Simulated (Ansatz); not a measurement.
## Li (Lithium, Im-3m): thermal expansion under pressure

Wanted: expansion, heat capacity and stiffness of Lithium along isobars.

Calculated with Ansatz 0.2.0; DFT RPBE, scalar-relativistic, plane waves, PAW.

### 1. Set-up

Symmetry: Im-3m, No. 229, cubic system. The conventional cell has a = 3.509 Å, b = 3.509 Å, c = 3.509 Å, α = 90.00°, β = 90.00°, γ = 90.00°. Nearest to Li lie 8 Li at 3.04 Å.

As a file:

```cif
data_structure
_symmetry_space_group_name_H-M 'P 1'
_symmetry_Int_Tables_number 1
_cell_length_a 3.0391
_cell_length_b 3.0391
_cell_length_c 3.0391
_cell_angle_alpha 109.471
_cell_angle_beta 109.471
_cell_angle_gamma 109.471
_cell_volume 21.61
loop_
_atom_site_label
_atom_site_type_symbol
_atom_site_fract_x
_atom_site_fract_y
_atom_site_fract_z
_atom_site_occupancy
Li1 Li 0.00000 0.00000 0.00000 1
```

### 2. Probe on a coarse mesh

A cheap single point shows whether the cell is a metal or an insulator and how far it is from rest; that sets the k-mesh and the occupations of what follows.

input.yaml

```yaml
crystal:
  lattice:
    - [-1.75465, 1.75465, 1.75465]
    - [1.75465, -1.75465, 1.75465]
    - [1.75465, 1.75465, -1.75465]
  atoms:
    - { symbol: Li, position: [0.0, 0.0, 0.0] }
kpoints:
  mp_grid: { grid: [8, 8, 8] }
hamiltonian:
  xc: rpbe
scf:
  occupations: { method: gaussian, width: 0.1 }
output:
  forces: true
  stress: true
  eigenvalues: true
```

Launch:

```bash
$ ansatz run input.yaml --threads 4 --pin off --max-ram 8192MiB --backend cpu --events-out ev --progress --plain --runs-dir out
```

Numbers of over 12 decimals in the logs are rounded to 6 here.

What it wrote:

```text
Engine: ansatz 0.2.0, aarch64-unknown-linux-gnu
Pseudopotentials: kind: paw
Pseudopotential: Li, paw, valence charge 3, recommended cutoff 420 eV (normal), Li.paw.azcp
Functional definition: RPBE
  parameter kappa = 0.804
  parameter beta = 0.066725
  exchange = rpbe_x(kappa = kappa, mu = beta*pi^2/3)
  correlation = pbe_c(beta = beta)
Crystal: 1 atoms, lattice volume = 21.609 Å³
Basis set: ecut = 420 eV, 429 PW (Γ), exchange–correlation on 48×48×48 points (8 copies of the dense FFT grid, shifted against one another)
Bands: 6, of which v1, the nominal top of the filled ones, is band 2 counted from 1 (1 counted from 0)
Symmetry: 48 space group operations
Space group: Im-3m (ITA 229), of the structure as read, at distance tolerance 2.8e-5 Å
k-points: 29 of 512
Non-local potential: Li, projectors of the file, l = 0: 3, l = 1: 2, l = 2: 1
PAW form: soft (Blöchl's): semilocal exchange-correlation on the pseudo side does not see the compensation charge
PAW one-centre angular grid: Li, 110 points (default); XC on 64 Gauss nodes
Initial density: superposition of atomic densities (neutral atoms: chi_scale 0, normalization atom), corrected by the library's trained network
Initial wavefunctions: pseudopotential atomic-orbital guess
Functional: x = rpbe, c = pbe(β = 0.066725)
SCF iter   1: F=—  HF=-205.429798 eV  |F-HF|=—  |Δ(HF+E_count)|=         —  Δρ=1.14e-3  dr2=8.43e-5  ethr=1.77e-3  ⟨swp⟩=4.2  Hψ=1364  notcnv=0
preconditioner: auto → none  [insulator: Δε(μ)=0.137 eV  Ē_g=10.295 eV  σ=0.100 eV  W_gap=0.66  n_scr=0 (ndim 8)  ℏωp=8.0 eV  f_vac=0.000  D(μ)=1.05/eV (n_scr^D=12)  ε∞_Penn≈1.6]
SCF iter   2: F=—  HF=-205.429526 eV  |F-HF|=—  |Δ(HF+E_count)|=   2.72e-4  Δρ=4.74e-4  dr2=1.55e-5  ethr=2.81e-6  ⟨swp⟩=2.1  Hψ=439  notcnv=0
SCF iter   3: F=—  HF=-205.429481 eV  |F-HF|=—  |Δ(HF+E_count)|=   4.47e-5  Δρ=2.29e-5  dr2=1.22e-7  ethr=5.17e-7  ⟨swp⟩=2.3  Hψ=205  notcnv=0
iter 4 did not close the SCF: its close was put off for the readings that it lacked (scf_convergence_deferred on its scf_iter line)
SCF iter   4: F=-205.429481 eV  HF=-205.429481 eV  |F-HF|=6.71e-9  |Δ(HF+E_count)|=   8.80e-9  Δρ=6.08e-6  dr2=3.02e-9  ethr=4.05e-9  ⟨swp⟩=2.2  Hψ=206  notcnv=0
iter 5 did not close the SCF: its close was put off for the readings that it lacked (scf_convergence_deferred on its scf_iter line)
SCF iter   5: F=-205.429481 eV  HF=-205.429481 eV  |F-HF|=3.06e-11  |Δ(HF+E_count)|=   5.43e-9  Δρ=7.34e-7  dr2=5.27e-11  ethr=1.01e-10  ⟨swp⟩=2.5  Hψ=205  notcnv=0
SCF iter   6: F=-205.429481 eV  HF=-205.429481 eV  |F-HF|=8.53e-14  |Δ(HF+E_count)|=  1.90e-11  Δρ=4.10e-8  dr2=1.66e-13  ethr=1.76e-12  ⟨swp⟩=1.8  Hψ=601  notcnv=0
SCF 1 converged in 6 iterations: F = -205.429481 eV  dr2 = 1.66e-13
  greatest PAW one-centre occupation: 0.999 electrons in one spin orbital (limit 2), on the Li atom at site 0 (counted from 0), in its partial waves of l = 0
SCF converged after 6 iterations
Free energy (F): -205.429481 eV
Harris-Foulkes:  -205.429481 eV  (|F-HF|=8.53e-14)
Internal energy: -205.424244 eV  (E = F + TS)
E sigma→0 (E₀):  -205.426862 eV
Entropy (-TS):   -0.005237 eV (-5.237 meV/atom)
Fermi energy:    0.932344 eV
--- Per-component energies (eV) ---
  E_band       = -92.260921
  E_kinetic    = 21.008750
  E_local      = -134.173857  (includes V_loc(G=0)·N_el)
  E_nonlocal   = -33.306438
  E_hartree    = 39.914417
  E_xc         = -10.076552
  E_vxc        = -12.866586  (∫ρ·V_xc dr)
  E_paw        = -21.592978  (= ΣΔE_a)
  E_vpaw       = -12.751629  (= ΣTr[D̂ρ^β])
  E_aug_tail   = 0.000010  (compensation charges beyond the density's cutoff)
  E_ewald      = -67.197595
  E_smearing   = -0.005237  (= −TS)
  E_closure    = -0.000000  (closes the sum)
  Σ components = -205.429481   (vs F -205.429481, Δ=0.00e0)
--- Forces (eV/Å), atoms counted from 1 ---
  atom   1  Li     0.00000000     0.00000000    -0.00000000
  max |Σ_I F_I| component: 1.46e-32 eV/Å
--- Stress (GPa, compression-positive) ---
       -0.277111       0.000000       0.000000
        0.000000      -0.277111      -0.000000
       -0.000000      -0.000000      -0.277111
  P = ⅓ Tr σ = -0.2771 GPa (-2.771 kbar)
--- Band table (eV; the first three rows and the last of 29) ---
  k-point 0: bands = ["-45.9135", "-2.6181", "14.9990", "14.9990", "14.9990", "19.4840"]
  k-point 1: bands = ["-45.9114", "-2.3267", "13.0602", "13.8512", "14.5090", "17.3595"]
  k-point 2: bands = ["-45.9062", "-1.4539", "9.2335", "12.2855", "13.4557", "15.4811"]
  k-point 28: bands = ["-45.8889", "6.2362", "6.2362", "6.2362", "8.3446", "8.3446"]
```

Wall time 0.19 s (4 threads of Arm Neoverse V2, shared host); peak memory 0.22 GiB; 0.43 s of CPU time.

In the SCF lines HF is the Harris–Foulkes energy and dr2 the Hartree energy of the density residual, in eV; the loop may stop once dr2 is under the threshold and the program's other checks hold. Hψ counts applications of the Hamiltonian.

This step gave:

| Quantity | Value |
| --- | --- |
| pressure | -0.2771 GPa |
| volume per atom | 21.61 Å³ |
| gap on the k-mesh | 0 eV |

The start is under -0.28 GPa at this level and looks like a metal on this mesh.

### 3. Relaxation

The vibrations must be taken about the equilibrium of this functional, not about the starting cell, so the structure is relaxed.

input.yaml, the sections that differ from step 2:

```yaml
kpoints:
  mp_grid: { grid: [16, 16, 16] }
relax:
  adjacent_minimum: "off"
  f_tol: 0.005
  max_steps: 80
  cell: { stress_tol: 0.05 }
# crystal, hamiltonian, scf, output: as in step 2
```

What it wrote:

```text
[...]
Crystal: 1 atoms, lattice volume = 21.609 Å³
Basis set: ecut = 420 eV, 429 PW (Γ), exchange–correlation on 48×48×48 points (8 copies of the dense FFT grid, shifted against one another)
Bands: 6, of which v1, the nominal top of the filled ones, is band 2 counted from 1 (1 counted from 0)
Symmetry: 48 space group operations
[...]
k-points: 145 of 4096
[...]
SCF iter   1: F=—  HF=-205.440660 eV  |F-HF|=—  |Δ(HF+E_count)|=         —  Δρ=1.16e-3  dr2=8.62e-5  ethr=1.77e-3  ⟨swp⟩=4.1  Hψ=6836  notcnv=0
[...]
SCF iter   6: F=-205.440336 eV  HF=-205.440336 eV  |F-HF|=8.53e-14  |Δ(HF+E_count)|=  8.41e-12  Δρ=1.66e-8  dr2=3.22e-14  ethr=1.00e-12  ⟨swp⟩=1.8  Hψ=2776  notcnv=0
SCF 1 converged in 6 iterations: F = -205.440336 eV  dr2 = 3.22e-14
[...]
relax step   1: F+E_penalty+E_count = -205.44033596 eV  Δ(F+E_penalty+E_count) = +0.000e0 eV  max|allowed force component| = 0.000e0 eV/Å  Δτ_max = 0.0000 Å  P = -0.319 GPa  Ω = 21.609 Å³  (6 SCF iters, dr2 threshold 1.00e-7 eV, accepted)
Crystal: 1 atoms, lattice volume = 21.376 Å³
[...]
iter 1 solved again at ethr=2.10e-8 eV; its pass at ethr=3.10e-3 eV (dr2=6.31e-7 eV) is discarded
[...]
SCF iter   3: F=-205.440705 eV  HF=-205.440705 eV  |F-HF|=1.76e-9  |Δ(HF+E_count)|=   8.60e-7  Δρ=1.38e-6  dr2=1.47e-10  ethr=3.33e-9  ⟨swp⟩=4.2  Hψ=4501  notcnv=0
SCF 2 converged in 3 iterations: F = -205.440705 eV  dr2 = 1.47e-10
relax step   2: F+E_penalty+E_count = -205.44070511 eV  Δ(F+E_penalty+E_count) = -3.691e-4 eV  max|allowed force component| = 0.000e0 eV/Å  Δτ_max = 0.0000 Å  P = -0.184 GPa  Ω = 21.376 Å³  energy of the carried Pulay correction = +2.182e-6 eV  (3 SCF iters, dr2 threshold 1.00e-7 eV, accepted)
Crystal: 1 atoms, lattice volume = 21.067 Å³
Basis set: ecut = 420 eV, 381 PW (Γ), exchange–correlation on 48×48×48 points (8 copies of the dense FFT grid, shifted against one another)
[...]
SCF iter   3: F=-205.440882 eV  HF=-205.440882 eV  |F-HF|=3.18e-9  |Δ(HF+E_count)|=   1.51e-6  Δρ=1.88e-6  dr2=2.68e-10  ethr=2.81e-9  ⟨swp⟩=1.8  Hψ=2559  notcnv=0
SCF 3 converged in 3 iterations: F = -205.440882 eV  dr2 = 2.68e-10
relax step   3: F+E_penalty+E_count = -205.44088205 eV  Δ(F+E_penalty+E_count) = -1.769e-4 eV  max|allowed force component| = 0.000e0 eV/Å  Δτ_max = 0.0000 Å  P = +0.005 GPa  Ω = 21.067 Å³  energy of the carried Pulay correction = +5.108e-6 eV  (3 SCF iters, dr2 threshold 8.44e-8 eV, accepted)
[...]
SCF iter   3: F=-205.440876 eV  HF=-205.440876 eV  |F-HF|=2.73e-12  |Δ(HF+E_count)|=  3.29e-11  Δρ=1.03e-7  dr2=1.14e-12  ethr=1.00e-12  ⟨swp⟩=2.5  Hψ=2684  notcnv=0
SCF 4 converged in 3 iterations: F = -205.440876 eV  dr2 = 1.14e-12
relax step   4: F+E_penalty+E_count = -205.44087620 eV  Δ(F+E_penalty+E_count) = +5.851e-6 eV  max|allowed force component| = 0.000e0 eV/Å  Δτ_max = 0.0000 Å  P = +0.006 GPa  Ω = 21.067 Å³  stress off target by 5.69e-3 GPa  SCF on the basis re-selected at this cell (its energy is not comparable with the rows above)  (3 SCF iters)
basis re-selected at this cell: Δ(F+E_penalty+E_count) = +5.851e-6 eV, ΔP = +0.000 GPa vs the last step (what re-selecting the basis moved, of the pressure what is left beyond the Pulay correction that the steps carried, after the strain that the cell walked since its last selection, with what the two solves' SCF thresholds leave and, on support functions, any second-order correction that the steps lacked; it is no measure of the basis error at this ecutwfc). This SCF's stress stands 5.69e-3 GPa from its target on what of the cell is left free (relax.cell.stress_tol is 5.00e-2 GPa) and its largest allowed force component is 0.00e0 eV/Å (relax.f_tol is 5.00e-3 eV/Å): [rest of the remark cut]
SCF converged after 3 iterations
Free energy (F): -205.440876 eV
[...]
Internal energy: -205.438025 eV  (E = F + TS)
E sigma→0 (E₀):  -205.439451 eV
Entropy (-TS):   -0.002851 eV (-2.851 meV/atom)
Fermi energy:    0.959153 eV
[...]
--- Stress (GPa, compression-positive) ---
        0.005689      -0.000000      -0.000000
       -0.000000       0.005689      -0.000000
        0.000000      -0.000000       0.005689
  P = ⅓ Tr σ = 0.0057 GPa (0.057 kbar)
--- Band table (eV; the first three rows and the last of 145) ---
[...]
--- Relaxed structure (3 steps of the walk, 3 accepted, 1 SCFs on fresh bases) ---
  F+E_penalty+E_count = -205.44087620 eV   max|allowed force component| = 0.000e0 eV/Å   (the final SCF, on the basis selected at the relaxed cell)
  cell:  # Å, volume = 21.0667 Å³
    - [-1.739850, 1.739850, 1.739850]
    - [1.739850, -1.739850, 1.739850]
    - [1.739850, 1.739850, -1.739850]
  atoms:
    - { symbol: Li, position: [0.0, 0.0, 0.0] }
```

Wall time 1.5 s (4 threads); peak memory 0.28 GiB; 4.7 s of CPU time.

Relaxation path:

```tsv
step	energy less that of the first step (eV)	largest force component (eV/Å)	pressure (GPa)	volume (Å³)
1	0.0000	0.0000	-0.32	21.61
2	-0.0004	0.0000	-0.18	21.38
3	-0.0005	0.0000	0.01	21.07
4*	-0.0005	0.0000	0.01	21.07
```

Relaxation steps marked * repeat the geometry before them on a plane-wave basis chosen anew for their cell, so energy and pressure can jump there.

```tsv
conventional cell, symmetrised	before	after	change
a (Å)	3.509	3.480	-0.8 %
b (Å)	3.509	3.480	-0.8 %
c (Å)	3.509	3.480	-0.8 %
volume (Å³/atom)	21.61	21.07	-2.5 %
```

Final coordinates:

```
Li
1.0
    -1.73985    1.73985    1.73985
     1.73985   -1.73985    1.73985
     1.73985    1.73985   -1.73985
Li
1
Direct
  0.00000 0.00000 0.00000
```

Numbers from this step:

```
pressure        : 0.005689 GPa
volume per atom : 21.07 Å³
```

The relaxation ends with a pressure of 0.01 GPa.

### 4. A run with changed settings

One run with other settings shows how much the ground state depends on them.

This step: DFT RPBE, scalar-relativistic, plane waves, PAW; settings changed (Ansatz 0.2.0).

input.yaml

```yaml
crystal:
  lattice:
    - [-1.7398501671, 1.7398501671, 1.7398501671]
    - [1.7398501671, -1.7398501671, 1.7398501671]
    - [1.7398501671, 1.7398501671, -1.7398501671]
  atoms:
    - { symbol: Li, position: [0.0, 0.0, 0.0] }
kpoints:
  mp_grid: { grid: [16, 16, 16] }
hamiltonian:
  xc: rpbe
scf:
  occupations: { method: gaussian, width: 0.1 }
  lower_state_search: standard
  algorithm: density_mixing
output:
  forces: true
  eigenvalues: true
  stress: true
```

What it wrote:

```text
[...]
Crystal: 1 atoms, lattice volume = 21.067 Å³
Basis set: ecut = 420 eV, 381 PW (Γ), exchange–correlation on 48×48×48 points (8 copies of the dense FFT grid, shifted against one another)
Bands: 6, of which v1, the nominal top of the filled ones, is band 2 counted from 1 (1 counted from 0)
Symmetry: 48 space group operations
[...]
k-points: 145 of 4096
[...]
SCF iter   1: F=—  HF=-205.441201 eV  |F-HF|=—  |Δ(HF+E_count)|=         —  Δρ=1.20e-3  dr2=8.80e-5  ethr=1.77e-3  ⟨swp⟩=4.1  Hψ=6829  notcnv=0
[...]
SCF iter   6: F=-205.440876 eV  HF=-205.440876 eV  |F-HF|=5.68e-14  |Δ(HF+E_count)|=  7.73e-12  Δρ=1.92e-8  dr2=4.00e-14  ethr=1.00e-12  ⟨swp⟩=1.8  Hψ=2797  notcnv=0
SCF 1 converged in 6 iterations: F = -205.440876 eV  dr2 = 4.00e-14
[...]
SCF converged after 6 iterations
Free energy (F): -205.440876 eV
[...]
Internal energy: -205.438025 eV  (E = F + TS)
E sigma→0 (E₀):  -205.439451 eV
Entropy (-TS):   -0.002851 eV (-2.851 meV/atom)
Fermi energy:    0.959153 eV
[...]
--- Stress (GPa, compression-positive) ---
        0.005690       0.000000       0.000000
       -0.000000       0.005690      -0.000000
       -0.000000      -0.000000       0.005690
  P = ⅓ Tr σ = 0.0057 GPa (0.057 kbar)
--- Band table (eV; the first three rows and the last of 145) ---
[...]
```

Wall time 0.37 s (4 threads); peak memory 0.26 GiB; 1.1 s of CPU time.

Numbers from this step:

* pressure: 0.005690 GPa

The run ends at a pressure of 0.01 GPa.

### 5. Relaxing to small residual forces and stress

The thresholds are tightened for a last relaxation ahead of the phonons, and where mesh or smearing change with them the cell follows.

This step: DFT RPBE, scalar-relativistic, plane waves, PAW (Ansatz 0.2.0).

input.yaml, the sections that differ from step 4:

```yaml
scf:
  occupations: { method: methfessel_paxton, width: 0.15 }
output:
  forces: true
  stress: true
  eigenvalues: true
relax:
  adjacent_minimum: "off"
  f_tol: 0.001
  max_steps: 60
  cell: { stress_tol: 0.01 }
# crystal, kpoints, hamiltonian: as in step 4
```

What it wrote:

```text
[...]
Crystal: 1 atoms, lattice volume = 21.067 Å³
Basis set: ecut = 420 eV, 381 PW (Γ), exchange–correlation on 48×48×48 points (8 copies of the dense FFT grid, shifted against one another)
Bands: 6, of which v1, the nominal top of the filled ones, is band 2 counted from 1 (1 counted from 0)
Symmetry: 48 space group operations
[...]
k-points: 145 of 4096
[...]
P = ⅓ Tr σ = 0.0048 GPa (0.048 kbar)
--- Band table (eV; the first three rows and the last of 145) ---
[...]
--- Relaxed structure (1 steps of the walk, 1 accepted, 1 SCFs on fresh bases) ---
[...]
cell:  # Å, volume = 21.0667 Å³
    - [-1.7398501671, 1.7398501671, 1.7398501671]
    - [1.7398501671, -1.7398501671, 1.7398501671]
    - [1.7398501671, 1.7398501671, -1.7398501671]
  atoms:
    - { symbol: Li, position: [0.0, 0.0, 0.0] }
[key lines of the parts left out:]
SCF converged after 4 iterations
Free energy (F): -205.439719 eV
Fermi energy:    0.958048 eV
```

Wall time 0.76 s (4 threads); peak memory 0.28 GiB.

Little changed from the start: no atom moved by 0.005 Å and no cell edge by 0.1 %.

Numbers from this step:

```yaml
pressure: 0.004807 GPa
```

The residual pressure is 0.0048 GPa, small enough for phonons.

### 6. Relaxation under pressure

The study at pressure needs a start near its own equilibrium, so the cell is first relaxed to that pressure.

Edit input.yaml of step 5 so:

```diff
@@ -21,2 +21,2 @@
   max_steps: 60
-  cell: { stress_tol: 0.01 }
+  cell: { stress_tol: 0.05, p_target: 5.0 }
```

What it wrote:

```text
[...]
Crystal: 1 atoms, lattice volume = 21.067 Å³
Basis set: ecut = 420 eV, 381 PW (Γ), exchange–correlation on 48×48×48 points (8 copies of the dense FFT grid, shifted against one another)
Bands: 6, of which v1, the nominal top of the filled ones, is band 2 counted from 1 (1 counted from 0)
Symmetry: 48 space group operations
[...]
k-points: 145 of 4096
[...]
0.000000       0.000000       4.983323
  P = ⅓ Tr σ = 4.9833 GPa (49.833 kbar)
--- Band table (eV; the first three rows and the last of 145) ---
[...]
--- Relaxed structure (4 steps of the walk, 4 accepted, 1 SCFs on fresh bases) ---
[...]
cell:  # Å, volume = 16.4506 Å³
    - [-1.602164, 1.602164, 1.602164]
    - [1.602164, -1.602164, 1.602164]
    - [1.602164, 1.602164, -1.602164]
  atoms:
    - { symbol: Li, position: [0.0, 0.0, 0.0] }
[key lines of the parts left out:]
SCF converged after 4 iterations
Free energy (F): -205.379687 eV
Fermi energy:    1.838030 eV
```

It took 1.7 s on 4 threads; peak memory 0.28 GiB.

The steps of the relaxation:

```tsv
step	energy less that of the first step (eV)	largest force component (eV/Å)	pressure (GPa)	volume (Å³)
1	0.0000	0.0000	0.00	21.07
2	0.0211	0.0000	2.57	18.13
3	0.0741	0.0000	5.75	16.02
4	0.0599	0.0000	4.98	16.45
5*	0.0600	0.0000	4.98	16.45
```

Relaxation steps marked * repeat the geometry before them on a plane-wave basis chosen anew for their cell, so energy and pressure can jump there.

```tsv
conventional cell, symmetrised	before	after	change
a (Å)	3.480	3.204	-7.9 %
b (Å)	3.480	3.204	-7.9 %
c (Å)	3.480	3.204	-7.9 %
volume (Å³/atom)	21.07	16.45	-21.9 %
```

Final coordinates:

```
Li
1.0
    -1.60216    1.60216    1.60216
     1.60216   -1.60216    1.60216
     1.60216    1.60216   -1.60216
Li
1
Cartesian
  0.0000 0.0000 0.0000
```

This step gave:

```yaml
pressure: 4.983 GPa
volume_per_atom: 16.45 Å³
```

The cell shrank by 21.9 % in volume.

(Part 1 of 2 ends here.)

[Logs are printed without paths, hosts, clocks, repeated set-up lines and the standing remarks that a program may print on its own settings, such as how far it seeks lower states.]

[Hosts, paths, dates, database ids (printed as entryN), source tags and the programs' standing remarks are cut or masked in the printed files.]

[A step with changed settings may run another functional than the one named; its input shows which.]

[Pressures of single members of a volume series are the stress at the run's cutoff; with an incomplete basis they can lie off −dE/dV of the same runs, and they are not shown converged.]
